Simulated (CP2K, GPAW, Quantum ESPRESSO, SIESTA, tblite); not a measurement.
# C(111) slab, H on the bottom face (153 atoms): other programs against plane waves

Aim: forces of C(111) slab, H on the bottom face (153 atoms) at one geometry, from other programs and methods, against plane-wave PBE.

Results are calculated, not measured.

### 1. The cell

The cell holds 153 atoms (144 C and 9 H), with edges of 7.57, 7.57 and 28.02 Å. Recipe: diamond-structure C (a = 3.567 Å), (111) slab of 16 atomic planes, 3 x 3 surface cells, H on the broken bonds of the bottom face, 12 Å of vacuum; displaced by a Gaussian of 0.02 Å. Then every atom was moved at random, 0.05 Å r.m.s. a Cartesian component (hydrogen 0.6 of that).

### 2. The reference input

Quantum ESPRESSO 7.5: Kohn-Sham DFT, PBE, SSSP efficiency 1.3.0 pseudopotentials, plane waves. Its input, pw.in:

```
&control
  calculation = 'scf'
  pseudo_dir = './pseudo'
  outdir = './tmp'
  disk_io = 'none'
  tprnfor = .true.
/
&system
  ibrav = 0
  nat = 153
  ntyp = 2
  ecutwfc = 60
  ecutrho = 480
  nosym = .true.
  occupations = 'smearing'
  smearing = 'fd'
  degauss = 0.003675
/
&electrons
  conv_thr = 7.6e-07
  electron_maxstep = 100
  mixing_beta = 0.2
  mixing_mode = 'local-TF'
  diagonalization = 'david'
/
ATOMIC_SPECIES
C 12.011 C.upf
H 1.008 H.upf
CELL_PARAMETERS angstrom
7.56675 0.00000 0.00000
-3.78337 6.55300 0.00000
0.00000 0.00000 28.02071
ATOMIC_POSITIONS crystal
C 0.44636 0.89411 0.27116
C 0.33013 0.99984 0.25354
C 0.21451 0.76839 0.34505
C 0.46679 0.89985 0.32626
[... 147 atom lines left out ...]
H 0.99244 0.66703 0.21355
H 0.99915 0.33262 0.21452
K_POINTS gamma
```

```console
$ OMP_NUM_THREADS=1 mpirun -np 4 pw.x -in pw.in > output.txt
```

The job ended after 12 min (4 MPI ranks of Arm Neoverse V2, shared host; peak memory 7.2 GiB; 49 min of CPU time).

It converged with an r.m.s. force component of 2.6 eV/Å.

### 3. What was run beside it

- CP2K 2026.2: Gaussian basis with GTH pseudopotentials and a plane-wave density; labels give functional, basis (MOLOPT sets; SR short-range, UZH the newer set with its own potentials), grid cutoff/relative cutoff and solver (OT: orbital transformation; TRS4, TC2, SIGN: linear-scaling purification with its sparsity filter), or its built-in tight binding.
- GPAW 26.7.0: PAW with atomic orbitals (LCAO), plane waves or a real-space grid of spacing h.
- SIESTA 5.4.2: numerical atomic orbitals, whose automatically made sets are far from complete, with PseudoDojo norm-conserving potentials that we converted to its format (checked against plane waves on the same files for H, C, O, Si, Ge and Ca alone); labels give functional, basis size, energy shift and mesh cutoff.
- tblite 0.8.0: extended tight binding, driven from Python.

All use the same cell and atoms, and the electronic-structure runs the same k-mesh.

### 4. Side by side

Differences are against the reference: forces as r.m.s. over components, share as that over the reference's r.m.s. force, slope as the fitted ratio of a run's forces to the reference's.

```csv
run,"Δ force, r.m.s. (meV/Å)",share (%),slope,cores,CPU time,memory (GiB)
reference,-,-,-,4,49 min,7.2
"CP2K PBE, DZVP-MOLOPT-SR, 450/50 Ry, diagonalisation",64.5,2.50,1.018,4,35 min,4.3
"CP2K PBE, SZV-MOLOPT-SR, 450/50 Ry, diagonalisation (coarse)",817,31.6,1.289,2,16 min,3.0
"GPAW PBE, LCAO dzp, h 0.2 Å",165,6.38,1.045,4,24 min,3.3
"GPAW PBE, LCAO sz(dzp), h 0.2 Å (coarse)",940,36.4,1.238,1,2.3 min,0.78
"GPAW PBE, LCAO szp(dzp), h 0.2 Å (coarse)",482,18.6,1.090,2,8.1 min,1.5
"SIESTA PBE, DZP, shift 0.01 Ry, mesh 300 Ry",220,8.50,1.063,4,12 min,2.2
tblite GFN1-xTB,388,15.0,1.024,1,9.8 s,0.14
```

Rows marked coarse were listed beforehand as settings not expected to be converged; some can still land near the reference.

Runs without a result: CP2K PBE, TZVP-MOLOPT, 450/50 Ry, diagonalisation (cut off at its time limit).

CPU time is summed over cores on shared hosts, so it is rough.

### 5. Findings

Forces lie from 2.5 % (CP2K PBE, DZVP-MOLOPT-SR, 450/50 Ry, diagonalisation) to 36 % (GPAW PBE, LCAO sz(dzp), h 0.2 Å, coarse) of the reference's r.m.s. force of 2.6 eV/Å away from it. The PBE runs in local orbitals, coarse settings apart, differ by 2.5 % (CP2K PBE, DZVP-MOLOPT-SR, 450/50 Ry, diagonalisation) to 8.5 % (SIESTA PBE, DZP, shift 0.01 Ry, mesh 300 Ry); basis, grid and potentials can all enter. Tight binding differs by 15 % (tblite GFN1-xTB); it is another model, with fitted parameters of its own, and the xTB methods hold dispersion. Runs with settings chosen to be coarse differ by 19 % (GPAW PBE, LCAO szp(dzp), h 0.2 Å) to 36 % (GPAW PBE, LCAO sz(dzp), h 0.2 Å), their programs' other errors included.

CP2K PBE, SZV-MOLOPT-SR, 450/50 Ry, diagonalisation stiffens the forces by a factor of 1.29 while following their directions (correlation 0.995); the slopes of the 2 CP2K runs lie between 1.02 and 1.29.

Caveats: Periodic xTB results under one method name differ between programs and library versions. With short bonds to hydrogen, sets of potentials differ among themselves by several per cent in forces even at converged cutoffs, so the reference isn't exact here either. The electron count is odd in these runs, and they have no spin polarisation, so the unpaired electron is spread evenly over both spins. The runs have no spin polarisation, so any moments at edges, vacancies or dangling bonds can't form. The electron count is odd and the run has no spin polarisation, so levels at the top are partly filled by construction. The electronic-structure runs sample only Γ, in a cell whose shortest periodic width is 7 Å, which is coarse for a cell with partly filled levels. The slab repeats along its normal with no dipole correction. Where levels are smeared, the DFT runs use Fermi–Dirac occupations at 580 K (0.05 eV), and energies are free energies. The atoms were displaced at random, and shares hang on the size of the forces that this gives. The reference's cutoffs and mesh weren't converged further here.

[Logs are printed without paths, hosts, clocks, repeated set-up lines and the standing remarks that a program may print on its own settings, such as how far it seeks lower states.]

[Hosts, paths, dates, database ids (printed as entryN), source tags and the programs' standing remarks are cut or masked in the printed files.]

[Cells were taken only where this reference lay near another plane-wave run.]
